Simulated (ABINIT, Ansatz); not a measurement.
## A GW chain in ABINIT: In2O3 (R-3c)

Aim: the G0W0 gap of In2O3 (R-3c) on LDA, step by step.

Method: LDA and many-body steps on it, plane waves, in ABINIT 10.8.3.

**The experiments to reproduce.**

- Gap 3.08 eV: optical gap from linear extrapolation of the absorption edge; UV-visible absorption, Tauc-type extrapolation; powder (hydrothermally grown microspheres, annealed at 400 C) (“Fabrication and performance enhancement of an In2O3/BiVO4 heterojunction for N-butanol gas sensing applications”, 2024, pmc:11650617).

## Step 1: Starting point

Symmetry: R-3c, No. 167, trigonal system. Conventional cell: a = 5.487 Å, b = 5.487 Å, c = 14.510 Å, α = 90.00°, β = 90.00°, γ = 120.00°. Nearest to In lie 6 O at 2.12 to 2.26 Å. Nearest to O lie 4 In at 2.12 to 2.26 Å. Farther neighbours and most contacts between anions are not listed.

Structure file:

```cif
data_structure
_symmetry_space_group_name_H-M 'P 1'
_symmetry_Int_Tables_number 1
_cell_length_a 5.7818
_cell_length_b 5.7818
_cell_length_c 5.7818
_cell_angle_alpha 56.655
_cell_angle_beta 56.655
_cell_angle_gamma 56.655
_cell_volume 126.11
loop_
_atom_site_label
_atom_site_type_symbol
_atom_site_fract_x
_atom_site_fract_y
_atom_site_fract_z
_atom_site_occupancy
In1 In 0.35731 0.35731 0.35731 1
In2 In 0.14269 0.14269 0.14269 1
In3 In 0.64269 0.64269 0.64269 1
In4 In 0.85731 0.85731 0.85731 1
O5 O 0.54800 0.95200 0.25000 1
O6 O 0.25000 0.54800 0.95200 1
O7 O 0.95200 0.25000 0.54800 1
O8 O 0.45200 0.04800 0.75000 1
O9 O 0.75000 0.45200 0.04800 1
O10 O 0.04800 0.75000 0.45200 1
```

The cell and positions come from the Crystallography Open Database and are kept as given unless a step says otherwise. This is not the form that In2O3 usually takes at ambient conditions.

## Step 2: Ground state

This step: ABINIT 10.8.3; DFT, LDA, plane waves, norm-conserving pseudopotentials.

The ground-state density comes first.

run.abi

```
acell 3*1.0 Angstrom
rprim 
  2.743499999981 1.583960463511 4.836666666700
  -2.743499999981 1.583960463511 4.836666666700
  -0.000000000000 -3.167920927022 4.836666666700
ntypat 2
znucl 49 8
natom 10
typat 1 1 1 1 2 2 2 2 2 2
xred 
  0.357310000000 0.357310000000 0.357310000000
  0.142690000000 0.142690000000 0.142690000000
  0.642690000000 0.642690000000 0.642690000000
  0.857310000000 0.857310000000 0.857310000000
  0.548000000000 0.952000000000 0.250000000000
  0.250000000000 0.548000000000 0.952000000000
  0.952000000000 0.250000000000 0.548000000000
  0.452000000000 0.048000000000 0.750000000000
  0.750000000000 0.452000000000 0.048000000000
  0.048000000000 0.750000000000 0.452000000000
pp_dirpath "pseudos"
pseudos "In.upf, O.upf"
ecut 42
ngkpt 4 4 4
nshiftk 1
shiftk 0 0 0
kptopt 1
chksymbreak 0
nband 69
occopt 1
tolvrs 1e-08
nstep 60
prtwf 0
optforces 0
optstress 0
indata_prefix "in"
outdata_prefix "out"
tmpdata_prefix "tmp"
```

Run with:

```bash
OMP_NUM_THREADS=1 mpirun -n 4 abinit run.abi > log
```

Numbers of over 12 decimals in the logs are rounded to 6 here.

Log:

```text
.Version 10.8.3 of ABINIT. v10.8.2 released Aug 2026.

 Symmetries : space group R-3 c (#167); Bravais hR (rhombohedral)
================================================================================
 Values of the parameters that define the memory need of the present run
     intxc =       0    ionmov =       0      iscf =       7    lmnmax =       6
     lnmax =       6     mgfft =      64  mpssoang =       3    mqgrid =    3001
     natom =      10  nloc_mem =       1    nspden =       1   nspinor =       1
    nsppol =       1      nsym =      12    n1xccc =    2501    ntypat =       2
    occopt =       1   xclevel =       1
-    mband =          69        mffmem =           1         mkmem =           4
       mpw =       11091          nfft =      262144          nkpt =          13
================================================================================
  Rough estimation (10% accuracy) of disk space for files :
================================================================================

--------------------------------------------------------------------------------
------------- Echo of variables that govern the present computation ------------
--------------------------------------------------------------------------------
 -outvars: echo values of preprocessed input variables --------
            acell      1.8897261259E+00  1.8897261259E+00  1.8897261259E+00 Bohr

      chksymbreak           0
             ecut      4.20000000E+01 Hartree
-          fftalg         312

              ixc       -1012
              kpt      0.00000000E+00  0.00000000E+00  0.00000000E+00
                       2.50000000E-01  0.00000000E+00  0.00000000E+00
                       5.00000000E-01  0.00000000E+00  0.00000000E+00
                       2.50000000E-01  2.50000000E-01  0.00000000E+00
                       5.00000000E-01  2.50000000E-01  0.00000000E+00
                      -2.50000000E-01  2.50000000E-01  0.00000000E+00
                       5.00000000E-01  5.00000000E-01  0.00000000E+00
                       2.50000000E-01  2.50000000E-01  2.50000000E-01
                       5.00000000E-01  2.50000000E-01  2.50000000E-01
                      -2.50000000E-01  2.50000000E-01  2.50000000E-01
                       5.00000000E-01  5.00000000E-01  2.50000000E-01
[...]
kptrlatt        4    0    0      0    4    0      0    0    4
          kptrlen      4.14757090E+01
P           mkmem           4
            natom          10
            nband          69
            ngfft          64      64      64
             nkpt          13
            nstep          60
             nsym          12
           ntypat           2
              occ      2.000000  2.000000  2.000000  2.000000  2.000000  2.000000
                       2.000000  2.000000  2.000000  2.000000  2.000000  2.000000
                       2.000000  2.000000  2.000000  2.000000  2.000000  2.000000
                       2.000000  2.000000  2.000000  2.000000  2.000000  2.000000
                       2.000000  2.000000  2.000000  2.000000  2.000000  2.000000
                       2.000000  2.000000  2.000000  2.000000  2.000000  2.000000
                       2.000000  2.000000  2.000000  2.000000  2.000000  2.000000
                       2.000000  2.000000  2.000000  2.000000  2.000000  2.000000
                       2.000000  2.000000  2.000000  2.000000  2.000000  2.000000
                       2.000000  2.000000  2.000000  2.000000  2.000000  2.000000
                       0.000000  0.000000  0.000000  0.000000  0.000000  0.000000
[...]
optforces           0
        optstress           0
            prtwf           0
            rprim      2.7435000000E+00  1.5839604635E+00  4.8366666667E+00
[...]
spgroup         167

           tolvrs      1.00000000E-08

             xred      3.5731000000E-01  3.5731000000E-01  3.5731000000E-01
[...]
znucl       49.00000    8.00000

================================================================================

 chkinp: Checking input parameters for consistency.

================================================================================
== DATASET  1 ==================================================================
-   mpi_nproc: 4, omp_nthreads: 1 (-1 if OMP is not activated)

--- !DatasetInfo
iteration_state: {dtset: 1, }
dimensions: {natom: 10, nkpt: 13, mband: 69, nsppol: 1, nspinor: 1, nspden: 1, mpw: 11091, }
cutoff_energies: {ecut:  42.0, pawecutdg:  -1.0, }
electrons: {nelect:   1.20000000E+02, charge:   0.00000000E+00, occopt:   1.00000000E+00, tsmear:   1.00000000E-02, }

 Real(R)+Recip(G) space primitive vectors, cartesian coordinates (Bohr,Bohr^-1):
 R(1)=  5.1844636  2.9932515  9.1399754  G(1)=  0.0964420  0.0556808  0.0364698
 R(2)= -5.1844636  2.9932515  9.1399754  G(2)= -0.0964420  0.0556808  0.0364698
 R(3)=  0.0000000 -5.9865029  9.1399754  G(3)=  0.0000000 -0.1113616  0.0364698
 Unit cell volume ucvol=  8.5102695E+02 bohr^3
 Angles (23,13,12)=  5.66545413E+01  5.66545413E+01  5.66545413E+01 degrees

 getcut: wavevector=  0.0000  0.0000  0.0000  ngfft=  64  64  64
         ecut(hartree)=     42.000   => boxcut(ratio)=   2.00819

--- Pseudopotential description ------------------------------------------------
[...]
pspatm : epsatm=    6.24525921
         --- l  ekb(1:nproj) -->
[...]
2   -1.033686
 pspatm: atomic psp has been read  and splines computed

   2.07843847E+04                                ecore*ucvol(ha*bohr**3)
--------------------------------------------------------------------------------

_setup2: Arith. and geom. avg. npw (full set) are   11064.078   11064.066

================================================================================

--- !BeginCycle
iteration_state: {dtset: 1, }
solver: {iscf: 7, nstep: 60, nline: 4, wfoptalg: 0, }
tolerances: {tolvrs: 1.00E-08, }

     iter   Etot(hartree)      deltaE(h)  residm     vres2
 ETOT  1  -894.81907857237    -8.948E+02 2.140E-01 3.018E+03
 ETOT  2  -895.80129195258    -9.822E-01 2.630E-02 3.576E+03
 ETOT  3  -896.66247971825    -8.612E-01 8.077E-03 7.679E+01
 ETOT  4  -896.67792294060    -1.544E-02 2.880E-03 3.858E+00
 ETOT  5  -896.67874823962    -8.253E-04 1.424E-03 3.598E-01
 ETOT  6  -896.67881873181    -7.049E-05 1.189E-03 3.758E-03
 ETOT  7  -896.67881887339    -1.416E-07 3.021E-04 5.247E-04
 ETOT  8  -896.67881897500    -1.016E-07 2.456E-04 1.903E-05
 ETOT  9  -896.67881897807    -3.065E-09 9.132E-05 1.022E-07
 ETOT 10  -896.67881897810    -2.558E-11 6.958E-05 2.354E-09

 At SCF step   10       vres2   =  2.35E-09 < tolvrs=  1.00E-08 =>converged.

--- !ResultsGS
iteration_state: {dtset: 1, }
comment   : Summary of ground state results
lattice_vectors:
- [  5.1844636,   2.9932515,   9.1399754, ]
- [ -5.1844636,   2.9932515,   9.1399754, ]
- [ -0.0000000,  -5.9865029,   9.1399754, ]
lattice_lengths: [  10.92600,   10.92600,   10.92600, ]
lattice_angles: [ 56.655,  56.655,  56.655, ] # degrees, (23, 13, 12)
lattice_volume:   8.5102695E+02
convergence: {deltae: -2.558E-11, res2:  2.354E-09, residm:  6.958E-05, diffor:  0.000E+00, }
etotal    :  -8.96678819E+02
entropy   :   0.00000000E+00
fermie    :   1.89755434E-01
cartesian_stress_tensor: null
pressure_GPa: null
xred      :
- [  3.5731E-01,   3.5731E-01,   3.5731E-01, In]
- [  1.4269E-01,   1.4269E-01,   1.4269E-01, In]
- [  6.4269E-01,   6.4269E-01,   6.4269E-01, In]
- [  8.5731E-01,   8.5731E-01,   8.5731E-01, In]
- [  5.4800E-01,   9.5200E-01,   2.5000E-01,  O]
- [  2.5000E-01,   5.4800E-01,   9.5200E-01,  O]
- [  9.5200E-01,   2.5000E-01,   5.4800E-01,  O]
- [  4.5200E-01,   4.8000E-02,   7.5000E-01,  O]
- [  7.5000E-01,   4.5200E-01,   4.8000E-02,  O]
- [  4.8000E-02,   7.5000E-01,   4.5200E-01,  O]
cartesian_forces: null
force_length_stats: {min: null, max: null, mean: null, }

 Integrated electronic density in atomic spheres:
 ------------------------------------------------
 Atom  Sphere_radius  Integrated_density
[...]
================================================================================

 ----iterations are completed or convergence reached----

 Mean square residual over all n,k,spin=   37.865E-08; max=  69.577E-06
 reduced coordinates (array xred) for   10 atoms
[...]
0.250000000000      0.548000000000      0.952000000000
       0.952000000000      0.250000000000      0.548000000000
       0.452000000000      0.048000000000      0.750000000000
       0.750000000000      0.452000000000      0.048000000000
       0.048000000000      0.750000000000      0.452000000000
 rms dE/dt=  0.0000E+00; max dE/dt=  0.0000E+00; dE/dt below (all hartree)
    1       0.000000000000      0.000000000000      0.000000000000
    2       0.000000000000      0.000000000000      0.000000000000
    3       0.000000000000      0.000000000000      0.000000000000
    4       0.000000000000      0.000000000000      0.000000000000
    5       0.000000000000      0.000000000000      0.000000000000
    6       0.000000000000      0.000000000000      0.000000000000
    7       0.000000000000      0.000000000000      0.000000000000
    8       0.000000000000      0.000000000000      0.000000000000
    9       0.000000000000      0.000000000000      0.000000000000
   10       0.000000000000      0.000000000000      0.000000000000

 cartesian coordinates (angstrom) at end:
[...]
6     -0.817563    -1.751860     8.464167
    7      1.925937     0.167900     8.464167
    8      1.108374    -1.583960     6.045833
    9      0.817563     1.751860     6.045833
   10     -1.925937    -0.167900     6.045833
 length scales=  1.889726125908  1.889726125908  1.889726125908 bohr
              =  1.000000000000  1.000000000000  1.000000000000 angstroms
 prteigrs : about to open file out_EIG
 Fermi (or HOMO) energy (hartree) =   0.18976   Average Vxc (hartree)=  -0.44769
 Eigenvalues (hartree) for nkpt=  13  k points:
 kpt#   1, nband= 69, wtk=  0.01563, kpt=  0.0000  0.0000  0.0000 (reduced coord)
  -3.94146   -3.94144   -3.94144   -3.94143   -2.42136   -2.42134   -2.42112   -2.42112
  -2.42020   -2.42020   -2.42020   -2.42020   -2.42005   -2.42005   -2.42003   -2.42003
  -0.44913   -0.41542   -0.41542   -0.40634   -0.40634   -0.40233   -0.26159   -0.26159
  -0.25555   -0.25555   -0.25507   -0.25050   -0.24970   -0.24970   -0.24772   -0.24772
  -0.24563   -0.24563   -0.24118   -0.24118   -0.24082   -0.24057   -0.22901   -0.22901
  -0.20091   -0.20091   -0.02283   -0.00871    0.03810    0.03810    0.06602    0.07491
   0.09135    0.09135    0.09582    0.16046    0.16046    0.17208    0.17636    0.17636
   0.17990    0.17990    0.18803    0.18803    0.23383    0.38930    0.41295    0.45301
   0.52129    0.52303    0.52303    0.53257    0.54833
 prteigrs : prtvol=0 or 1, do not print more k-points.

--- !EnergyTerms
iteration_state     : {dtset: 1, }
comment             : Components of total free energy in Hartree
kinetic             :  3.38770427696167E+02
hartree             :  2.58693487354200E+02
xc                  : -1.36570059515049E+02
Ewald energy        : -5.46815742705226E+02
psp_core            :  2.44227104705728E+01
local_psp           : -7.49110354888748E+02
non_local_psp       : -8.60692873900122E+01
total_energy        : -8.96678818978095E+02
total_energy_eV     : -2.43998736818030E+04
band_energy         : -1.00321707820668E+02

== END DATASET(S) ==============================================================
================================================================================

 -outvars: echo values of variables after computation  --------
           etotal     -8.9667881898E+02
            nband          69
             nkpt          13
          spgroup         167
 [... the other variables as echoed above ...]

 Calculation completed.
```

Elapsed: 2.9 min, on 4 MPI ranks of Arm Neoverse V1, shared host; peak memory 0.62 GiB; 12 min of CPU time.

Numbers from this step:

- total energy: -24399.8737 eV
- gap: 1.199 eV
- k of the valence top: 0.25, 0, 0
- k of the conduction bottom: 0, 0, 0
- least direct gap: 1.246 eV

The gap is indirect, with the least direct gap 0.05 eV higher.

## Step 3: Empty states on the mesh, 4×4×4 mesh, 249 bands

The sums over transitions need many empty states on a uniform mesh; this step solves for them.

Edit run.abi of step 2 so:

```diff
@@ -28,9 +28,10 @@
 chksymbreak 0
-nband 69
-occopt 1
-tolvrs 1e-08
+iscf -2
+irdden 1
+istwfk *1
+nband 249
+nbdbuf 22
+tolwfr 1e-09
 nstep 60
-prtwf 0
-optforces 0
-optstress 0
+prtvol 0
 indata_prefix "in"
```

Log:

```text
.Version 10.8.3 of ABINIT. v10.8.2 released Aug 2026.

 Symmetries : space group R-3 c (#167); Bravais hR (rhombohedral)
[... echo of the input left out ...]
== DATASET  1 ==================================================================
-   mpi_nproc: 4, omp_nthreads: 1 (-1 if OMP is not activated)

--- !DatasetInfo
iteration_state: {dtset: 1, }
dimensions: {natom: 10, nkpt: 13, mband: 249, nsppol: 1, nspinor: 1, nspden: 1, mpw: 11092, }
cutoff_energies: {ecut:  42.0, pawecutdg:  -1.0, }
electrons: {nelect:   1.20000000E+02, charge:   0.00000000E+00, occopt:   1.00000000E+00, tsmear:   1.00000000E-02, }

 Real(R)+Recip(G) space primitive vectors, cartesian coordinates (Bohr,Bohr^-1):
 R(1)=  5.1844636  2.9932515  9.1399754  G(1)=  0.0964420  0.0556808  0.0364698
 R(2)= -5.1844636  2.9932515  9.1399754  G(2)= -0.0964420  0.0556808  0.0364698
 R(3)=  0.0000000 -5.9865029  9.1399754  G(3)=  0.0000000 -0.1113616  0.0364698
 Unit cell volume ucvol=  8.5102695E+02 bohr^3
 Angles (23,13,12)=  5.66545413E+01  5.66545413E+01  5.66545413E+01 degrees

 getcut: wavevector=  0.0000  0.0000  0.0000  ngfft=  64  64  64
         ecut(hartree)=     42.000   => boxcut(ratio)=   2.00819

--- Pseudopotential description ------------------------------------------------
- In Generated using ONCVPSP code by D. R. Hamann
- 49.00000  21.00000  180309                  znucl, zion, pspdat
12 -1012 2 -1 1894                            pspcod,pspxc,lmax,lloc,mmax
     nproj     2     2     2
  pspatm : epsatm=   33.93291270
         --- l  ekb(1:nproj) -->
             0    8.377455   -0.565121
             1    2.447487   -1.211193
             2   -3.400789   -0.970230
 pspatm: atomic psp has been read  and splines computed

- O Generated using ONCVPSP code by D. R. Hamann
-  8.00000   6.00000  201201                  znucl, zion, pspdat
12 -1012 2 -1 926                             pspcod,pspxc,lmax,lloc,mmax
     nproj     2     2     1
  pspatm : epsatm=    6.24525921
         --- l  ekb(1:nproj) -->
[...]
2   -1.033686
 pspatm: atomic psp has been read  and splines computed

--------------------------------------------------------------------------------

================================================================================
 prteigrs : about to open file out_EIG
 Non-SCF case, kpt    1 (  0.00000  0.00000  0.00000), residuals and eigenvalues=
  3.48E-10  2.88E-10  3.86E-10  4.17E-10  3.61E-10  2.56E-10  2.98E-10  3.63E-10
  3.30E-10  4.78E-10  2.70E-10  3.24E-10  3.18E-10  2.94E-10  3.43E-10  3.88E-10
  1.55E-10  3.65E-10  6.16E-10  3.67E-10  5.37E-10  2.79E-10  7.94E-10  9.22E-10
[...]
3.90E-04
 -3.9415E+00 -3.9414E+00 -3.9414E+00 -3.9414E+00 -2.4214E+00 -2.4213E+00
 -2.4211E+00 -2.4211E+00 -2.4202E+00 -2.4202E+00 -2.4202E+00 -2.4202E+00
 -2.4200E+00 -2.4200E+00 -2.4200E+00 -2.4200E+00 -4.4913E-01 -4.1542E-01
[...]
2.6293E+00  2.6458E+00  2.6504E+00  2.6529E+00  2.6529E+00  2.6956E+00
  2.6957E+00  2.7158E+00  2.7277E+00  2.7279E+00  2.7304E+00  2.7306E+00
[...]
prteigrs : prtvol=0 or 1, do not print more k-points.

--- !ResultsGS
iteration_state: {dtset: 1, }
comment   : Summary of ground state results
lattice_vectors:
- [  5.1844636,   2.9932515,   9.1399754, ]
- [ -5.1844636,   2.9932515,   9.1399754, ]
- [ -0.0000000,  -5.9865029,   9.1399754, ]
lattice_lengths: [  10.92600,   10.92600,   10.92600, ]
lattice_angles: [ 56.655,  56.655,  56.655, ] # degrees, (23, 13, 12)
lattice_volume:   8.5102695E+02
convergence: {deltae:  0.000E+00, res2:  0.000E+00, residm:  9.972E-10, diffor:  0.000E+00, }
etotal    :  -8.96678819E+02
entropy   :   0.00000000E+00
fermie    :   1.89755434E-01
cartesian_stress_tensor: null
pressure_GPa: null
xred      :
- [  3.5731E-01,   3.5731E-01,   3.5731E-01, In]
- [  1.4269E-01,   1.4269E-01,   1.4269E-01, In]
- [  6.4269E-01,   6.4269E-01,   6.4269E-01, In]
- [  8.5731E-01,   8.5731E-01,   8.5731E-01, In]
- [  5.4800E-01,   9.5200E-01,   2.5000E-01,  O]
- [  2.5000E-01,   5.4800E-01,   9.5200E-01,  O]
- [  9.5200E-01,   2.5000E-01,   5.4800E-01,  O]
- [  4.5200E-01,   4.8000E-02,   7.5000E-01,  O]
- [  7.5000E-01,   4.5200E-01,   4.8000E-02,  O]
- [  4.8000E-02,   7.5000E-01,   4.5200E-01,  O]
cartesian_forces: null
force_length_stats: {min: null, max: null, mean: null, }

 Integrated electronic density in atomic spheres:
 ------------------------------------------------
 Atom  Sphere_radius  Integrated_density
[...]
================================================================================

 ----iterations are completed or convergence reached----

 Mean square residual over all n,k,spin=   44.748E-11; max=  99.724E-11
 reduced coordinates (array xred) for   10 atoms
[...]
0.750000000000      0.452000000000      0.048000000000
       0.048000000000      0.750000000000      0.452000000000

 cartesian coordinates (angstrom) at end:
    1      0.000000     0.000000     5.184568
    2     -0.000000    -0.000000     2.070432
    3      0.000000    -0.000000     9.325432
[...]
9      0.817563     1.751860     6.045833
   10     -1.925937    -0.167900     6.045833
 length scales=  1.889726125908  1.889726125908  1.889726125908 bohr
              =  1.000000000000  1.000000000000  1.000000000000 angstroms
 prteigrs : about to open file out_EIG
 Eigenvalues (hartree) for nkpt=  13  k points:
 kpt#   1, nband=249, wtk=  0.01563, kpt=  0.0000  0.0000  0.0000 (reduced coord)
[...]
2.60945    2.62476    2.62932    2.64576    2.65044    2.65292    2.65292    2.69564
   2.69565    2.71580    2.72771    2.72789    2.73036    2.73063    2.73811    2.76480
   2.77547
 prteigrs : prtvol=0 or 1, do not print more k-points.

== END DATASET(S) ==============================================================
================================================================================

 -outvars: echo values of variables after computation  --------
            nband         249
             nkpt          13
          spgroup         167
 [... the other variables as echoed above ...]

 Calculation completed.
```

Wall time 11 min (4 MPI ranks); peak memory 0.96 GiB.

Numbers from this step:

- gap: 1.199 eV
- k of the valence top: 0.25, 0, 0
- k of the conduction bottom: 0, 0, 0
- least direct gap: 1.246 eV
- k points computed: 13
- lowest point of the top converged band, above the valence top: 63.2921 eV

On this mesh the gap is 1.199 eV.

(Part 1 of 2 ends here.)

[Paths, hosts, dates, memory and timing lines, banners, echoed tables and standing remarks are left out of the program output.]

[Logs are printed without paths, hosts, clocks, repeated set-up lines and the standing remarks that a program may print on its own settings, such as how far it seeks lower states.]

[Runs of the session that timed out or met a known fault of the program may be left out.]

[Hosts, paths, dates, database ids (printed as entryN), source tags and the programs' standing remarks are cut or masked in the printed files.]

[G0W0 gaps are taken among the corrected bands and points alone; a level outside them can change the order at an edge.]

[Where Ansatz stands beside ABINIT at settings called matched, ABINIT's density can come from a denser mesh and the files from another edition; pairs whose starting gaps differed by over 0.03 eV were left out, so agreement reads better than it is.]
